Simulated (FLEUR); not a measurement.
# Magnetic state of Fe3Ge from several starts, part 3 of 3

Does Fe3Ge prefer parallel or opposed moments?

FLEUR MaX-R8.1; PBEsol; all-electron FLAPW, Dirac cores, scalar-relativistic bands.

So far, largest spin moment in the muffin-tin sphere (μB): step 2 (start 1: ferro +++) 2.25; step 3 (order 2, typed as antiferro q=(0,1/2,1/2) +-+-+-) 2.17; step 4 (start 3: antiferro q=(0,0,1/2) +-+--+) 2.11.

### 5. Order 4, typed as no spin polarisation

A spinless run gives the zero against which the gain from the moments is read.

The k list default-1 (kpts.xml, not shown) is a Γ-centred 8×8×8 mesh.

inp.xml

```
<?xml version="1.0" encoding="UTF-8" standalone="no"?>
<fleurInput fleurInputVersion="0.39">
   <comment>
      Fe3Ge
   </comment>
   <calculationSetup>
      <cutoffs Kmax="3.6" Gmax="10.8" GmaxXC="10.8" numbands="0"/>
      <scfLoop itmax="90" minDistance="0.00002" maxIterBroyd="15" imix="Anderson" alpha="0.05" precondParam="0.0" spinf="2.0" sdNocoIR="T"/>
      <coreElectrons ctail="T" frcor="F" kcrel="0" coretail_lmax="0"/>
      <xcFunctional name="PBEs" relativisticCorrections="F"/>
      <magnetism jspins="1"/>
      <soc l_soc="F" theta="0.0" phi="0.0" spav="F"/>
      <expertModes spex="0" secvar="F"/>
      <geometryOptimization l_f="F" forcealpha="1.0" forcemix="BFGS" epsdisp="0.00001" epsforce="0.00001"/>
      <ldaU l_linMix="F" mixParam="0.05" spinf="1.0"/>
   </calculationSetup>
   <cell>
      <bzIntegration valenceElectrons="62.0" mode="hist" fermiSmearingEnergy="0.00183747">
         <kPointListSelection listName="default-1"/>
         <xi:include xmlns:xi="http://www.w3.org/2001/XInclude" href="kpts.xml"> </xi:include>
      </bzIntegration>
      <xi:include xmlns:xi="http://www.w3.org/2001/XInclude" href="sym.xml"> </xi:include>
      <bulkLattice scale="1.0">
         <bravaisMatrix>
            <row-1>    6.9173434617558840     0.0000000000000000     0.0000000000000000</row-1>
            <row-2>    0.0000000000000000     6.9173434617558840     0.0000000000000000</row-2>
            <row-3>    0.0000000000000000     0.0000000000000000     6.9173434617558840</row-3>
         </bravaisMatrix>
      </bulkLattice>
   </cell>
   <atomSpecies>
      <species name="Iron (Fe)" element="Fe" atomicNumber="26">
         <mtSphere radius="2.38" gridPoints="787" logIncrement="0.016"/>
         <atomicCutoffs lmax="8" lnonsphr="6"/>
         <electronConfig flipSpins="F">
            <coreConfig>(1s1/2) (2s1/2) (2p1/2) (2p3/2)</coreConfig>
            <valenceConfig>(3s1/2) (3p1/2) (3p3/2) (4s1/2) (3d3/2) (3d5/2)</valenceConfig>
            <stateOccupation state="(3d3/2)" spinUp="1.200000" spinDown="1.200000"/>
            <stateOccupation state="(3d5/2)" spinUp="1.800000" spinDown="1.800000"/>
         </electronConfig>
         <energyParameters s="4" p="4" d="3" f="4"/>
         <lo type="SCLO" l="0" n="3" eDeriv="0"/>
         <lo type="SCLO" l="1" n="3" eDeriv="0"/>
      </species>
      <species name="Germanium (Ge)" element="Ge" atomicNumber="32">
         <mtSphere radius="2.38" gridPoints="787" logIncrement="0.016"/>
         <atomicCutoffs lmax="8" lnonsphr="6"/>
         <electronConfig flipSpins="F">
            <coreConfig>(1s1/2) (2s1/2) (2p1/2) (2p3/2) (3s1/2) (3p1/2) (3p3/2)</coreConfig>
            <valenceConfig>(4s1/2) (3d3/2) (3d5/2) (4p1/2) (4p3/2)</valenceConfig>
            <stateOccupation state="(4p1/2)" spinUp="0.333333" spinDown="0.333333"/>
            <stateOccupation state="(4p3/2)" spinUp="0.666667" spinDown="0.666667"/>
         </electronConfig>
         <energyParameters s="4" p="4" d="3" f="4"/>
      </species>
   </atomSpecies>
   <atomGroups>
      <atomGroup species="Iron (Fe)">
         <relPos label="                   1">.0000000000 1.000/2.000 1.000/2.000</relPos>
         <relPos label="                   2">1.000/2.000 1.000/2.000 .0000000000</relPos>
         <relPos label="                   3">1.000/2.000 .0000000000 1.000/2.000</relPos>
         <force calculate="T" relaxXYZ="TTT"/>
      </atomGroup>
      <atomGroup species="Germanium (Ge)">
         <relPos label="                   4">.0000000000 .0000000000 .0000000000</relPos>
         <force calculate="T" relaxXYZ="TTT"/>
      </atomGroup>
   </atomGroups>
   <output dos="F" band="F" slice="F">
      <bandDOS minEnergy="-.5*Htr" maxEnergy="0.5*Htr" sigma="0.015" storeEVData="T"/>
      <plotting iplot="0" polar="F">
         <plot TwoD="T" vec1="  1.0  0.0  0.0" vec2="  0.0  1.0  0.0" vec3="  0.0  0.0  1.0" zero="  0.0  0.0  0.0" file="plot"/>
      </plotting>
      <moessbauerParams electricFieldGradient="F" isomerShift="F" coreHyperfine="F" valenceHyperfine="F"/>
   </output>
</fleurInput>
```

crystal.txt

```
Fe3Ge
&input film=F cartesian=F /
3.66050052000  0.00000000000  0.00000000000
0.00000000000  3.66050052000  0.00000000000
0.00000000000  0.00000000000  3.66050052000
1.8897261246
1.0 1.0 1.0

4
26 0.00000000000  0.50000000000  0.50000000000
26 0.50000000000  0.50000000000  0.00000000000
26 0.50000000000  0.00000000000  0.50000000000
32 0.00000000000  0.00000000000  0.00000000000

&kpt div1=8 div2=8 div3=8 gamma=T /
```

Command:

```bash
$ OMP_NUM_THREADS=1 inpgen -f crystal.txt > inpgen.log  # inp.xml is then edited as shown
$ OMP_NUM_THREADS=1 mpirun -n 4 fleur_MPI > fleur.log
```

The program printed:

```text
[banner, memory and clock lines left out]
Welcome to FLEUR        (www.flapw.de)
      MaX-Release 8.1          (www.max-centre.eu)

 ========== k-point set info ==========
 Selected k-point list: default-1
 k-point list type: mesh
 0 x 0 x 0
 Number of k points: 36

 [... set-up left out ...]
 Iteration:     1   Distance:       8.88788596 me/bohr^3
 Iteration:     2   Distance:       7.88638150 me/bohr^3
 Iteration:     3   Distance:       5.66696766 me/bohr^3
 Iteration:     4   Distance:       2.38248020 me/bohr^3
 Iteration:     5   Distance:       2.13553666 me/bohr^3
[...]
<FermiEnergy value="0.3582440646" units="Htr"/>
         [... left out ...]
         <totalEnergy value="    -5912.4391674993" units="Htr">
            <sumOfEigenvalues value="    -3406.1751675400">
               <coreElectrons value="-3362.7188383569"/>
               <valenceElectrons value="-43.4563291831"/>
            </sumOfEigenvalues>
         [... left out ...]
            <freeEnergy value="-5912.4429792327"/>
            <extrapolationTo0K value="-5912.4410733660"/>
         </totalEnergy>
         <densityConvergence units="me/bohr^3">
            <chargeDensity spin="1" distance="0.0000147499"/>
         </densityConvergence>
      </iteration>
```

It took 9.5 s on 4 MPI ranks of AMD EPYC 9R14 (Zen 4), shared host; peak memory 0.22 GiB; 37 s of CPU time.

This step gave:

* free energy: -160885.7696 eV
* program's band gap on this mesh (in a metal only a level spacing): 0.01132 eV
* final state: non-magnetic (no spin polarisation)

It lies 446 meV a seeded atom over the first start.

### 6. The states side by side

Free energies are divided by the number of seeded atoms, so that cells of unlike size compare. Wavevectors q in the names are fractions of the primitive cell's reciprocal vectors.

Orders:

```
                         start                                  final state  typed order kept  energy over the lowest (meV a seeded atom)  largest sphere moment (μB)  net moment (μB a primitive cell)  mesh matched  CPU time (s)
                     ferro +++  ferromagnetic, with opposed induced moments               yes                                           0                       2.254                             6.545           yes         74.39
antiferro q=(0,1/2,1/2) +-+-+-                            antiferromagnetic               yes                                         138                       2.169                                 0           yes          1793
  antiferro q=(0,0,1/2) +-+--+                            antiferromagnetic               yes                                       190.4                       2.106                                 0           yes         729.6
          no spin polarisation                                 non-magnetic                 -                                       445.8                           0                                 0           yes         37.14
```

### 7. Summary of results

```
lowest state found                 : ferromagnetic (typed ferro +++)
largest site spin moment           : 2.25 μB
next finished state                : antiferromagnetic, 138 meV a seeded atom higher
energy gained by spin polarisation : 446 meV a seeded atom
```

In words: The lowest state found is ferromagnetic, reached from the start ferro +++, with moments up to 2.25 μB. The next finished state costs 138 meV a seeded atom. Only 4 starts were tried; other patterns of signs, canted and longer-period orders were not.

[Logs and program files are shortened in this print: banners, set-up blocks, solver, clock and traceback lines can be left out without a mark of their own.]

[Logs are printed without paths, hosts, clocks, repeated set-up lines and the standing remarks that a program may print on its own settings, such as how far it seeks lower states.]

[Hosts, paths, dates, database ids (printed as entryN), source tags and the programs' standing remarks are cut or masked in the printed files.]

[Where a cell is said to come from a database of computed structures, the database is the Materials Project.]
